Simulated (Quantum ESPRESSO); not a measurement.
# Mo (Im-3m): electron-phonon coupling, part 3 of 3

How strong is the electron-phonon coupling in Mo (Im-3m)?

Quantum ESPRESSO 7.5; DFT LDA, scalar-relativistic, plane waves, PseudoDojo norm-conserving pseudopotentials.

So far. Step 7 (Linear response on the mesh): The acoustic modes at Γ come out as far as 0.5 cm⁻¹ from zero, where they should vanish, a small numerical error. Step 9 (Dispersion): All branches are real along the path. The relaxed cell has a = 3.112 Å (conventional setting).

### Step 10. Density of states

Sums over the zone need many more wavevectors than were solved, so the interpolation is sampled on a dense mesh.

File matdyn.in:

```
&input
   asr = 'crystal'
   flfrc = 'x.fc'
   dos = .true.
   fldos = 'x.dos'
   nk1 = 20
   nk2 = 20
   nk3 = 20
   deltaE = 0.3
   la2F = .true.
/
```

The run is started by

```sh
matdyn.x -in matdyn.in > matdyn.out
```

Numbers of over 12 decimals in the logs are rounded to 6 here.

Output:

```text
[banner, memory and clock lines left out]
Program MATDYN v.7.5

 mass for atomic type   1 not given; uses mass from file x.fc
 Norm of the difference between old and new effective charges:    0.000000

 Norm of the difference between old and new force-constants:   4.24353e-07

     Message from routine matdyn:
     Z* not found in file x.fc, TO-LO splitting at q=0 will be absent!
 Norm of the difference between old and new effective charges:    0.000000

 Norm of the difference between old and new force-constants:   1.3445e-05

 Norm of the difference between old and new effective charges:    0.000000

 Norm of the difference between old and new force-constants:   2.08604e-05

 Norm of the difference between old and new effective charges:    0.000000

 Norm of the difference between old and new force-constants:   2.97848e-05

 Norm of the difference between old and new effective charges:    0.000000

 Norm of the difference between old and new force-constants:   4.32839e-05

 Norm of the difference between old and new effective charges:    0.000000

 Norm of the difference between old and new force-constants:   6.52009e-05

 Norm of the difference between old and new effective charges:    0.000000

 Norm of the difference between old and new force-constants:   9.9305e-05

 Norm of the difference between old and new effective charges:    0.000000

 Norm of the difference between old and new force-constants:   0.000146285

 Norm of the difference between old and new effective charges:    0.000000

 Norm of the difference between old and new force-constants:   0.000206984

 Norm of the difference between old and new effective charges:    0.000000

 Norm of the difference between old and new force-constants:   0.000285771

 Norm of the difference between old and new effective charges:    0.000000

 Norm of the difference between old and new force-constants:   0.000391296

Note: The following floating-point exceptions are signalling: IEEE_UNDERFLOW_FLAG
```

Run time: 49 s. Hardware: 1 thread of Arm Neoverse V1, shared host.

This step gave:

```
share of modes beyond 3i cm⁻¹ on the dense interpolated mesh : 0
electron-phonon coupling constant                            : 0.5396
logarithmic mean frequency weighted by the coupling          : 276.5 K
zero-point energy per atom                                   : 36.62 meV
heat capacity at 300 K                                       : 23.1 J/(mol atoms K)
vibrational entropy at 300 K                                 : 28.09 J/(mol atoms K)
```

Tetrahedra. Phonon density of states against wavenumber; read off at these points:

```csv
wavenumber (cm⁻¹),phonon density of states (1/cm⁻¹/cell)
5.0,0
10.0,1.0e-5
15.0,2.3e-5
20.0,5.1e-5
25.0,7.9e-5
30.0,1.8e-4
35.0,2.6e-4
40.0,3.5e-4
45.0,4.4e-4
50.0,6.1e-4
55.0,7.4e-4
60.0,8.9e-4
65.0,0.00107
70.0,0.00126
75.0,0.00149
80.0,0.00173
85.0,0.00198
90.0,0.00227
95.0,0.00264
100.0,0.00297
105.0,0.00339
110.0,0.00384
115.0,0.00439
120.0,0.00498
125.0,0.00560
130.0,0.00642
135.0,0.00732
140.0,0.00833
145.0,0.00978
150.0,0.0115
155.0,0.0145
160.0,0.0173
165.0,0.0185
170.0,0.0197
175.0,0.0211
180.0,0.0229
185.0,0.0256
190.0,0.0299
195.0,0.0290
200.0,0.0316
205.0,0.0370
207.0,0.0392
210.0,0.0324
215.0,0.0236
220.0,0.0199
225.0,0.0126
230.0,0.0126
235.0,0.0141
240.0,0.0173
245.0,0.0208
250.0,0.0253
255.0,0.0339
260.0,0.0159
265.0,0.0100
270.0,0.00619
275.0,8.1e-4
```

Harmonic thermodynamic functions per atom, summed over the density of states scaled to three modes an atom; melting is ignored. Thermodynamic functions:

```csv
T (K),F_vib (meV/atom),S (J/mol-atom/K),C_V (J/mol-atom/K)
0,36.62,0,0
50,36.49,1.114,3.643
100,34.56,6.819,13.4
200,20.86,19.09,21.05
300,-3.83,28.09,23.1
400,-36.6,34.85,23.88
500,-75.61,40.23,24.26
600,-119.7,44.67,24.46
700,-168,48.45,24.59
800,-219.9,51.74,24.67
900,-275.1,54.65,24.73
1000,-333.1,57.26,24.77
```

λ by broadening:

```csv
broadening (Ry),lambda,N(E_F) (states/spin/Ry/cell),ω_log (K)
0.005,0.4753,4.437,274.3
0.01,0.5635,4.378,280.6
0.015,0.5628,4.418,279
0.02,0.5396,4.407,276.5
0.025,0.5216,4.397,274.5
0.03,0.5119,4.409,273.3
0.035,0.5078,4.438,272.5
0.04,0.507,4.478,272.1
0.045,0.508,4.526,271.9
0.05,0.5105,4.583,271.7
```

The alpha^2 F has structure finer than the step of the table below, so its rows give means over 1 meV, whole bins alone (the curve runs from 0.019 to 34.2 meV). Peaks (meV: height): 23.6: 1.05, 26.1: 0.667, 31.8: 0.650.

Gaussian broadening 0.02 Ry. Alpha^2 F against phonon energy; means over each step:

```csv
phonon energy (meV),alpha^2 F
3,-3.8e-5
4,-1.4e-4
5,-3.0e-4
6,-4.6e-4
7,-6.5e-4
8,-7.0e-4
9,-6.6e-4
10,-2.5e-4
11,6.8e-4
12,0.00264
13,0.00638
14,0.0127
15,0.0235
16,0.0414
17,0.0714
18,0.127
19,0.265
20,0.424
21,0.447
22,0.501
23,0.659
24,0.776
25,0.613
26,0.546
27,0.371
28,0.233
29,0.241
30,0.290
31,0.371
32,0.339
33,0.117
```

At 300 K the heat capacity has reached 93 % of the Dulong-Petit value.

### Step 11. Results

```yaml
space_group_after_relaxation: Im-3m
volume_per_atom: 15.1 Å³
q_mesh: 4×4×4
lowest_mode_on_the_q_mesh_acoustic_ones_at_the_zone_centre_apart: 116.7 cm⁻¹
zero_point_energy_per_atom: 36.6 meV
heat_capacity_at_300_k: 23.1 J/(mol atoms K)
vibrational_entropy_at_300_k: 28.1 J/(mol atoms K)
coupling_constant_for_broadenings_of_0p01_to_0p04_ry: 0.51 to 0.56
logarithmic_mean_frequency_over_the_same_range: 272 to 281 K
imaginary_modes_on_the_q_mesh: none
```

In words: λ is about 0.53 and holds within 15 % over the middle broadenings, a moderate coupling. Mo (Im-3m) is dynamically stable on the 4×4×4 mesh; its spectrum reaches 276 cm⁻¹. These are harmonic frequencies at zero temperature: anharmonic shifts and linewidths and thermal expansion are left out. In a metal the frequencies hang on the k mesh and the smearing, most of all near Kohn anomalies.

[Host names and launcher messages were left out of these logs when they were recorded.]

[Logs are printed without paths, hosts, clocks, repeated set-up lines and the standing remarks that a program may print on its own settings, such as how far it seeks lower states.]

[Hosts, paths, dates, database ids (printed as entryN), source tags and the programs' standing remarks are cut or masked in the printed files.]
